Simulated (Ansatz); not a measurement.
**Starting-point dependence of the GW gap of Si3N4 (I-43d)**

Aim: G0W0 for Si3N4 (I-43d) on several starting functionals, at one mesh, band count and screening cutoff.

Program: Ansatz 0.2.0. Level of theory: G0W0 on several functionals, plane waves, PAW. Results are calculated unless marked as measured.

In doubt: masses and optical values from hybrid runs of this build are listed as unsure (step 4), which bears on the screening that GW takes from such a start.

## Step 1: The structure

It takes space group I-43d (No. 220, cubic). Conventional cell: a = 6.475 Å, b = 6.475 Å, c = 6.475 Å, α = 90.00°, β = 90.00°, γ = 90.00°. Si has 4 N at 1.75 Å nearest. Nearest to N lie 3 Si at 1.75 Å. Farther neighbours and most contacts between anions are not listed.

Structure file:

```
Si N
1.0
    -3.23735    3.23735    3.23735
     3.23735   -3.23735    3.23735
     3.23735    3.23735   -3.23735
Si N
6 8
Cartesian
  2.4280 3.2374 -1.6187
  -1.6187 2.4280 3.2374
  0.8093 3.2374 1.6187
  1.6187 0.8093 3.2373
  3.2374 -1.6187 2.4280
  3.2374 1.6187 0.8093
  1.8220 1.8220 1.8220
  0.2033 -0.2033 3.0340
  1.4154 4.6527 -1.4154
  3.0340 0.2033 -0.2033
  -1.4154 1.4154 4.6527
  0.2033 0.2033 0.2033
  4.6527 -1.4154 1.4154
  -0.2033 3.0340 0.2033
```

The cell and positions come from the Crystallography Open Database and are kept as given unless a step says otherwise. This is not the form that Si3N4 usually takes at ambient conditions.

## Step 2: G0W0 on LDA

G0W0 replaces the xc potential by the self-energy, built once from these orbitals. Only a window of levels is corrected, while the sums run over the empty bands that the input names. This step takes PAW set soft_1 files.

This step: G0W0 on LDA, plane waves, PAW; PAW set soft_1.

File input.yaml:

```yaml
crystal:
  lattice:
    - [-3.23735, 3.23735, 3.23735]
    - [3.23735, -3.23735, 3.23735]
    - [3.23735, 3.23735, -3.23735]
  atoms:
    - { symbol: Si, position: [0.25, 0.125, 0.875] }
    - { symbol: Si, position: [0.875, 0.25, 0.125] }
    - { symbol: Si, position: [0.75, 0.375, 0.625] }
    - { symbol: Si, position: [0.625, 0.75, 0.375] }
    - { symbol: Si, position: [0.125, 0.875, 0.25] }
    - { symbol: Si, position: [0.375, 0.625, 0.75] }
    - { symbol: "N", position: [0.5628, 0.5628, 0.5628] }
    - { symbol: "N", position: [0.4372, 0.5, 0.0] }
    - { symbol: "N", position: [0.5, 0.0, 0.9372] }
    - { symbol: "N", position: [0.0, 0.4372, 0.5] }
    - { symbol: "N", position: [0.9372, 0.5, 0.0] }
    - { symbol: "N", position: [0.0628, 0.0628, 0.0628] }
    - { symbol: "N", position: [0.0, 0.9372, 0.5] }
    - { symbol: "N", position: [0.5, 0.0, 0.4372] }
kpoints:
  mp_grid: { grid: [4, 4, 4] }
hamiltonian:
  xc: lda
  pseudopotentials: { kind: paw, azcp: { folder: soft_1 }, xc_functional: pbe }
scf:
  occupations: { method: fixed }
gw:
  n_empty_bands: 308
  ecut_chi: 100
  qp_bands: [v4, c4]
  qp_kpoints: band_edges
  screening: { model: contour_deformation }
```

Command:

```
ansatz run input.yaml --threads 3 --pin off --max-ram 92160MiB --backend cuda --events-out ev --progress --plain --runs-dir out --devices 1 --max-vram 13GiB
```

Numbers of over 12 decimals in the logs are rounded to 6 here.

Log:

```text
GPUs: using 1 of 1 available (devices: 1).
Engine: ansatz 0.2.0, x86_64-unknown-linux-gnu
Pseudopotentials: kind: paw
Pseudopotential: Si, paw, valence charge 4, recommended cutoff 420 eV (normal), soft_1/Si.paw.azcp
Pseudopotential: N, paw, valence charge 5, recommended cutoff 420 eV (normal), soft_1/N.paw.azcp
Functional definition: SPW92
  exchange = slater_x
  correlation = pw_c
device memory: the entry about to start is reckoned to put 2.5 GiB on a device that reports 60.7 GiB free (of which the cap on the GPU budget leaves the run 13.0 GiB)
GPU FFT provider: cuFFT
GPU libraries: cuBLAS 13.8.2, cuFFT 12.4.0, cuSOLVER 12.3.4
Crystal: 14 atoms, lattice volume = 135.715 Å³
Basis set: ecut = 420 eV, 2659 PW (Γ)
Bands: 46, of which v1, the nominal top of the filled ones, is band 32 counted from 1 (31 counted from 0)
Symmetry: 24 space group operations
Space group: I-43d (ITA 220), of the structure as read, at distance tolerance 5.1e-5 Å
k-points: 8 of 64 (time reversal used)
Non-local potential: Si, projectors of the file, l = 0: 2, l = 1: 2, l = 2: 1
Non-local potential: N, projectors of the file, l = 0: 2, l = 1: 2, l = 2: 1
PAW form: soft (Blöchl's): semilocal exchange-correlation on the pseudo side does not see the compensation charge
PAW frozen core: Si, regenerated for the run's functional, and the local potential with it (the file was generated under x = pbe(κ = 0.804, μ = 0.219515), c = pbe(β = 0.066725))
PAW frozen core: N, regenerated for the run's functional, and the local potential with it (the file was generated under x = pbe(κ = 0.804, μ = 0.219515), c = pbe(β = 0.066725))
PAW one-centre angular grid: Si, 110 points (default); XC on 64 Gauss nodes
PAW one-centre angular grid: N, 110 points (default); XC on 64 Gauss nodes
Initial density: superposition of atomic densities (chi_scale 0.1, normalization cell, long waves kept (reshape's long-wave potential 0.00 eV rms))
Initial wavefunctions: pseudopotential atomic-orbital guess
GPU buffer pool allocated for 64000 grid points (all kernels)
GPU transforms: local potential and band sums: pruned to the plane-wave sphere, on 40×40×40
Functional: x = slater, c = lda
SCF iter   1: F=—  HF=-6670.343458 eV  |F-HF|=—  |Δ(HF+E_count)|=         —  Δρ=1.54e-1  dr2=3.34e1  ethr=3.10e-3  ⟨swp⟩=5.0  Hψ=1439  notcnv=0  defer=83
preconditioner: auto → Resta (q_TF=auto, 2.407 Å⁻¹)  ε∞=3.8  [insulator: Δε(μ)=5.767 eV  Ē_g=15.145 eV  n_scr=42 (ndim 8)  ℏωp=25.5 eV  f_vac=0.000  ε∞_Penn≈3.8]
SCF iter   2: F=—  HF=-6660.100255 eV  |F-HF|=—  |Δ(HF+E_count)|=    1.02e1  Δρ=4.94e-2  dr2=1.85e0  ethr=3.10e-3  ⟨swp⟩=3.8  Hψ=973  notcnv=0  defer=78
SCF iter   3: F=—  HF=-6659.630449 eV  |F-HF|=—  |Δ(HF+E_count)|=   4.70e-1  Δρ=2.44e-2  dr2=4.45e-1  ethr=2.89e-3  ⟨swp⟩=1.0  Hψ=400  notcnv=0  defer=65
SCF iter   4: F=—  HF=-6659.512331 eV  |F-HF|=—  |Δ(HF+E_count)|=   1.18e-1  Δρ=1.77e-3  dr2=2.76e-3  ethr=6.95e-4  ⟨swp⟩=2.5  Hψ=420  notcnv=0  defer=92
SCF iter   5: F=—  HF=-6659.512850 eV  |F-HF|=—  |Δ(HF+E_count)|=   5.19e-4  Δρ=3.67e-4  dr2=1.65e-4  ethr=4.31e-6  ⟨swp⟩=2.2  Hψ=592  notcnv=0  defer=92
SCF iter   6: F=—  HF=-6659.512840 eV  |F-HF|=—  |Δ(HF+E_count)|=   9.59e-6  Δρ=5.82e-5  dr2=4.57e-6  ethr=2.58e-7  ⟨swp⟩=2.1  Hψ=485  notcnv=0  defer=77
SCF iter   7: F=-6659.512840 eV  HF=-6659.512840 eV  |F-HF|=1.28e-8  |Δ(HF+E_count)|=   4.65e-7  Δρ=7.52e-6  dr2=4.75e-8  ethr=1.56e-10  ⟨swp⟩=13.6  Hψ=2219  notcnv=0
SCF 1 converged in 7 iterations: F = -6659.512840 eV  dr2 = 4.75e-8
  greatest PAW one-centre occupation: 0.782 electrons in one spin orbital (limit 2), on the N atom at site 10 (counted from 0), in its partial waves of l = 0
device memory: the entry about to start is reckoned to put 3.2 GiB on a device that reports 60.6 GiB free (of which the cap on the GPU budget leaves the run 13.0 GiB)
NSCF: frozen V_eff on 8 k-points
the band table was solved once the SCF had ended and its energy, with any forces and stress, was formed, with the checks that follow a solve (1531 applications of the Hamiltonian). They found nothing against the state; the energy, forces and stress were not computed again (output.eigenvalues in the input reference)
device memory: the entry about to start is reckoned to put 5.4 GiB on a device that reports 60.6 GiB free (of which the cap on the GPU budget leaves the run 13.0 GiB)
NSCF: frozen V_eff on 8 k-points
device memory: the entry about to start is reckoned to put 5.6 GiB on a device that reports 67.4 GiB free (of which the cap on the GPU budget leaves the run 13.0 GiB)
NSCF: frozen V_eff on 8 k-points
G₀W₀ screening: q 1/8
[... further progress lines ...]
SCF converged after 7 iterations
Free energy (F): -6659.512840 eV
Harris-Foulkes:  -6659.512840 eV  (|F-HF|=1.28e-8)
Internal energy: -6659.512840 eV  (E = F + TS)
E sigma→0 (E₀):  -6659.512840 eV
Fermi energy:    9.037608 eV
--- Per-component energies (eV) ---
  E_band       = 122.986285
  E_kinetic    = 1324.845309
  E_local      = -1637.658866  (includes V_loc(G=0)·N_el)
  E_nonlocal   = 420.867015
  E_hartree    = 552.531160
  E_xc         = -817.930023
  E_vxc        = -903.176253  (∫ρ·V_xc dr)
  E_paw        = -3865.018311  (= ΣΔE_a)
  E_vpaw       = -186.960504  (= ΣTr[D̂ρ^β])
  E_aug_tail   = 0.007111  (compensation charges beyond the density's cutoff)
  E_ewald      = -2638.302572
  E_core_change = 1.146337  (= ΣΔE_core)
  E_smearing   = -0.000000  (= −TS)
  E_closure    = 0.000000  (closes the sum)
  Σ components = -6659.512840   (vs F -6659.512840, Δ=0.00e0)
--- Band table (eV; the first three rows and the last of 8) ---
  k-point 0: bands = [... 28 lower, 8.8887, 8.8887, 8.8887, 8.9885, 13.5061, 13.5061, 13.6100, 13.6100, ... 10 higher]
  k-point 1: bands = [... 28 lower, 8.1435, 8.4841, 8.9583, 8.9687, 13.1067, 13.2443, 14.0511, 14.4434, ... 10 higher]
  k-point 2: bands = [... 28 lower, 7.7539, 7.7539, 9.0376, 9.0376, 13.8528, 13.8528, 14.8896, 14.8896, ... 10 higher]
  k-point 7: bands = [... 28 lower, 7.1207, 7.1207, 7.8312, 7.8312, 14.2871, 14.2871, 14.2871, 14.2871, ... 10 higher]
--- G₀W₀: contour deformation, 6 samples at zero and on the imaginary axis and 2 off it, 64 q-points, 308 empty bands' worth ---
  eigenvalues of the whole cell's RPA ε∞ on this k-mesh (on a slab, of 1 + 4πα/V) = 4.5618, 4.5618, 4.5618; static W/v taken at q = 0 is 0.219214
  bands read: the sum over 340 bands ends inside a degenerate multiplet in 3 slots, whose members it reads at an even weight; the widest, k=7: bands 339 to 344 (counted from 1) at 2/6 each
  gw.qp_kpoints: band_edges: 8 of 8 stored k-points solved, in 1 pass; an edge of the gap read off the rows below is read off those points alone
    ik  band        ε_KS         Σx   Σc(E_QP)       V_xc       Z   E_QP_lin       E_QP  E_QP is
     0    29      8.8887   -21.6246     3.3715   -17.7919  0.7886     8.4257     8.4275  root
     0    30      8.8887   -21.6246     3.3715   -17.7919  0.7886     8.4257     8.4275  root
     0    31      8.8887   -21.6246     3.3715   -17.7919  0.7886     8.4257     8.4275  root
     0    32      8.9885   -21.7030     3.4558   -17.7672  0.7883     8.5066     8.5085  root
     0    33     13.5061    -6.9121    -4.3899   -12.3929  0.8306    14.6052    14.5969  root
     0    34     13.5061    -6.9121    -4.3899   -12.3929  0.8306    14.6052    14.5969  root
     0    35     13.6100    -8.8643    -4.3708   -14.4098  0.8229    14.7941    14.7846  root
     0    36     13.6100    -8.8643    -4.3708   -14.4098  0.8229    14.7941    14.7846  root
     1    29      8.1435   -21.2221     3.4653   -17.2023  0.7857     7.5862     7.5890  root
     1    30      8.4841   -21.2769     3.4142   -17.3461  0.7884     7.9652     7.9675  root
     1    31      8.9583   -21.6838     3.3794   -17.8484  0.7887     8.5007     8.5024  root
     1    32      8.9687   -21.7171     3.4085   -17.8455  0.7884     8.5039     8.5056  root
     1    33     13.1067    -7.5909    -4.3454   -13.0158  0.8302    14.1939    14.1862  root
     1    34     13.2443    -7.1967    -4.3377   -12.6036  0.8309    14.3211    14.3135  root
     1    35     14.0511    -8.5428    -4.5129   -14.2498  0.8229    15.2554    15.2451  root
     1    36     14.4434    -8.7623    -4.5413   -14.5499  0.8190    15.7017    15.6898  root
     2    29      7.7539   -21.1539     3.4734   -17.1140  0.7870     7.1844     7.1874  root
     2    30      7.7539   -21.1539     3.4734   -17.1140  0.7870     7.1844     7.1874  root
     2    31      9.0376   -21.8069     3.4094   -17.9449  0.7886     8.5833     8.5850  root
     2    32      9.0376   -21.8069     3.4094   -17.9449  0.7886     8.5833     8.5850  root
     2    33     13.8528    -7.4008    -4.4228   -12.9506  0.8261    14.9890    14.9798  root
     2    34     13.8528    -7.4008    -4.4228   -12.9506  0.8261    14.9890    14.9798  root
     2    35     14.8896    -9.0227    -4.6926   -14.9754  0.8169    16.1623    16.1496  root
     2    36     14.8896    -9.0227    -4.6926   -14.9754  0.8169    16.1623    16.1496  root
[...]
7    29      7.1207   -20.9870     3.6598   -16.6873  0.7815     6.4764     6.4807  root
     7    30      7.1207   -20.9870     3.6598   -16.6873  0.7815     6.4764     6.4807  root
     7    31      7.8312   -21.1212     3.6193   -16.8922  0.7828     7.2178     7.2215  root
     7    32      7.8312   -21.1212     3.6193   -16.8922  0.7828     7.2178     7.2215  root
     7    33     14.2871    -6.8843    -4.5998   -12.5918  0.8265    15.4040    15.3947  root
     7    34     14.2871    -6.8843    -4.5998   -12.5918  0.8265    15.4040    15.3947  root
     7    35     14.2871    -6.8843    -4.5998   -12.5918  0.8265    15.4040    15.3947  root
     7    36     14.2871    -6.8843    -4.5998   -12.5918  0.8265    15.4040    15.3947  root
```

It took 14 s on 1 × NVIDIA H100 80GB HBM3 (shared by 6 runs) with 3 threads of AMD EPYC 7R13 (Zen 3), shared host; peak memory 1.4 GiB.

Numbers from this step:

```yaml
bands_summed: 340
rpa_eps_infinity_on_this_mesh_eigenvalues: 4.562, 4.562, 4.562
plane_waves_in_the_screening_matrix: 321
q_points_in_the_mesh: 64
g0w0_gap_on_the_mesh: 5.423 eV
k_of_the_valence_top: 0, 0, -0.5
k_of_the_conduction_bottom: 0.25, 0.25, -0.25
starting_gap_on_the_mesh: 3.944 eV
z_at_the_valence_top: 0.7886
z_at_the_conduction_bottom: 0.8338
least_direct_g0w0_gap_on_the_computed_points: 5.681 eV
```

The gap on the mesh goes from 3.94 eV to 5.42 eV, a correction of +1.48 eV. Between the two edge states, bare exchange in place of the xc potential would open the gap by 9.22 eV, and correlation takes back 7.74 eV.

## Step 3: G0W0 on r2SCAN

The same correction from a different start measures what one shot leaves open.

This step: G0W0 on r2SCAN, plane waves, PAW; PAW set soft_1.

input.yaml, as its differences from that of step 2:

```diff
@@ -23,4 +23,4 @@
 hamiltonian:
-  xc: lda
-  pseudopotentials: { kind: paw, azcp: { folder: soft_1 }, xc_functional: pbe }
+  xc: r2scan
+  pseudopotentials: { kind: paw, azcp: { folder: soft_1 } }
 scf:
```

Log:

```text
GPUs: using 1 of 1 available (devices: 1).
[...]
GPU FFT provider: cuFFT
GPU libraries: cuBLAS 13.8.2, cuFFT 12.4.0, cuSOLVER 12.3.4
Crystal: 14 atoms, lattice volume = 135.715 Å³
Basis set: ecut = 500 eV, 3463 PW (Γ), exchange–correlation on 180×180×180 points (64 copies of the dense FFT grid, shifted against one another)
Bands: 46, of which v1, the nominal top of the filled ones, is band 32 counted from 1 (31 counted from 0)
Symmetry: 24 space group operations
[...]
k-points: 8 of 64 (time reversal used)
[...]
GPU buffer pool allocated for 91125 grid points (all kernels)
[...]
SCF iter   1: F=—  HF=-6937.342113 eV  |F-HF|=—  |Δ(HF+E_count)|=         —  Δρ=1.53e-1  dr2=3.38e1  dr2_τ=4.47e0  ethr=3.10e-3  ⟨swp⟩=5.0  Hψ=1438  notcnv=0  defer=83
[...]
SCF iter   7: F=-6929.420262 eV  HF=-6929.420262 eV  |F-HF|=6.40e-9  |Δ(HF+E_count)|=   8.05e-7  Δρ=5.27e-6  dr2=2.67e-8  dr2_τ=2.35e-9  ethr=1.56e-10  ⟨swp⟩=13.0  Hψ=2227  notcnv=0
SCF 1 converged in 7 iterations: F = -6929.420262 eV  dr2 = 2.67e-8
[...]
NSCF: frozen V_eff on 8 k-points
[...]
G₀W₀ screening: q 1/8
[... further progress lines ...]
SCF converged after 7 iterations
Free energy (F): -6929.420262 eV
[...]
Internal energy: -6929.420262 eV  (E = F + TS)
E sigma→0 (E₀):  -6929.420262 eV
Fermi energy:    9.074666 eV
[...]
--- Band table (eV; the first three rows and the last of 8) ---
  k-point 0: bands = [... 28 lower, 8.9319, 8.9319, 8.9319, 9.0125, 14.3441, 14.3441, 14.3828, 14.3828, ... 10 higher]
  k-point 1: bands = [... 28 lower, 8.1792, 8.5317, 9.0007, 9.0051, 13.9087, 14.0621, 14.8530, 15.2613, ... 10 higher]
  k-point 2: bands = [... 28 lower, 7.8002, 7.8002, 9.0747, 9.0747, 14.6897, 14.6897, 15.7031, 15.7031, ... 10 higher]
  k-point 7: bands = [... 28 lower, 7.1490, 7.1490, 7.8603, 7.8603, 15.1447, 15.1447, 15.1447, 15.1447, ... 10 higher]
[...]
0    29      8.9319   -21.7817     3.3449   -17.9647  0.8033     8.4582     8.4598  root
     0    30      8.9319   -21.7817     3.3449   -17.9647  0.8033     8.4582     8.4598  root
     0    31      8.9319   -21.7817     3.3449   -17.9647  0.8033     8.4582     8.4598  root
     0    32      9.0125   -21.8531     3.4247   -17.9518  0.8029     8.5342     8.5358  root
     0    33     14.3441    -6.6588    -4.1611   -11.3760  0.8432    14.9020    14.9002  root
     0    34     14.3441    -6.6588    -4.1611   -11.3760  0.8432    14.9020    14.9002  root
     0    35     14.3828    -8.5638    -4.1616   -13.4624  0.8367    15.1229    15.1198  root
     0    36     14.3828    -8.5638    -4.1616   -13.4624  0.8367    15.1229    15.1198  root
[...]
7    33     15.1447    -6.6909    -4.3462   -11.6077  0.8393    15.7174    15.7154  root
     7    34     15.1447    -6.6909    -4.3462   -11.6077  0.8393    15.7174    15.7154  root
     7    35     15.1447    -6.6909    -4.3462   -11.6077  0.8393    15.7174    15.7154  root
     7    36     15.1447    -6.6909    -4.3462   -11.6077  0.8393    15.7174    15.7154  root
```

Wall time 27 s (1 × NVIDIA H100 80GB HBM3 (shared by 6 runs) with 3 threads); peak memory 1.7 GiB; 38 s of CPU time.

This step gave:

- bands summed: 340
- RPA ε∞ on this mesh (eigenvalues): 4.063, 4.063, 4.063
- plane waves in the screening matrix: 321
- q-points in the mesh: 64
- G0W0 gap on the mesh: 5.686 eV
- k of the valence top: 0, 0, -0.5
- k of the conduction bottom: 0.25, 0.25, -0.25
- starting gap on the mesh: 4.729 eV
- Z at the valence top: 0.8033
- Z at the conduction bottom: 0.8460
- least direct G0W0 gap on the computed points: 5.961 eV

Against the run with 4×4×4 mesh, 308 empty bands, screening to 100 eV, PAW set soft_1 files on LDA, the gap moves by +0.26 eV, while the start moved by +0.79 eV.

## Step 4: G0W0 on HSE06

This step: G0W0 on HSE06, plane waves, PAW; PAW set soft_1.

input.yaml, as its differences from that of step 3:

```diff
@@ -23,3 +23,3 @@
 hamiltonian:
-  xc: r2scan
+  xc: hse06
   pseudopotentials: { kind: paw, azcp: { folder: soft_1 } }
```

Log:

```text
GPUs: using 1 of 1 available (devices: 1).
[...]
davidson cushion auto → on  (no smearing: the cushion is to keep the highest requested band from converging to the state above it; pin scf.eigensolver.cushion to override)
[...]
GPU FFT provider: cuFFT
GPU libraries: cuBLAS 13.8.2, cuFFT 12.4.0, cuSOLVER 12.3.4
Crystal: 14 atoms, lattice volume = 135.715 Å³
Basis set: ecut = 420 eV, 2659 PW (Γ)
[...]
0    35     14.5308    -8.4467    -4.0933   -13.1879  0.8472    15.1807    15.1786  root
     0    36     14.5308    -8.4467    -4.0933   -13.1879  0.8472    15.1807    15.1786  root
[...]
7    33     15.2638    -6.5830    -4.2705   -11.3755  0.8498    15.7873    15.7858  root
     7    34     15.2638    -6.5830    -4.2705   -11.3755  0.8498    15.7873    15.7858  root
     7    35     15.2638    -6.5830    -4.2705   -11.3755  0.8498    15.7873    15.7858  root
     7    36     15.2638    -6.5830    -4.2705   -11.3755  0.8498    15.7873    15.7858  root
[key lines of the parts left out:]
Free energy (F): -6903.653025 eV
Fermi energy:    8.374961 eV
```

Wall time 76 s (1 × NVIDIA H100 80GB HBM3 (shared by 6 runs) with 3 threads); peak memory 1.8 GiB; 90 s of CPU time.

This step gave:

| Item | Value |
| --- | --- |
| bands summed | 340 |
| RPA ε∞ on this mesh (eigenvalues) | 3.779, 3.779, 3.779 |
| plane waves in the screening matrix | 321 |
| G0W0 gap on the mesh | 6.012 eV |
| k of the valence top | 0, 0, -0.5 |
| k of the conduction bottom | 0.25, 0.25, -0.25 |
| starting gap on the mesh | 5.505 eV |
| least direct G0W0 gap on the computed points | 6.279 eV |

Against the run with 4×4×4 mesh, 308 empty bands, screening to 100 eV, PAW set soft_1 files on r2SCAN, the gap moves by +0.33 eV, while the start moved by +0.78 eV.

(Continued in part 2 of 2.)

[Paths, hosts, dates, memory and timing lines, banners, echoed tables and standing remarks are left out of the program output.]

[Logs are printed without paths, hosts, clocks, repeated set-up lines and the standing remarks that a program may print on its own settings, such as how far it seeks lower states.]

[Runs of the session that timed out or met a known fault of the program may be left out.]

[Cells called generated may have been cut or substituted from an entry of the Crystallography Open Database or the Materials Project.]

[Hosts, paths, dates, database ids (printed as entryN), source tags and the programs' standing remarks are cut or masked in the printed files.]
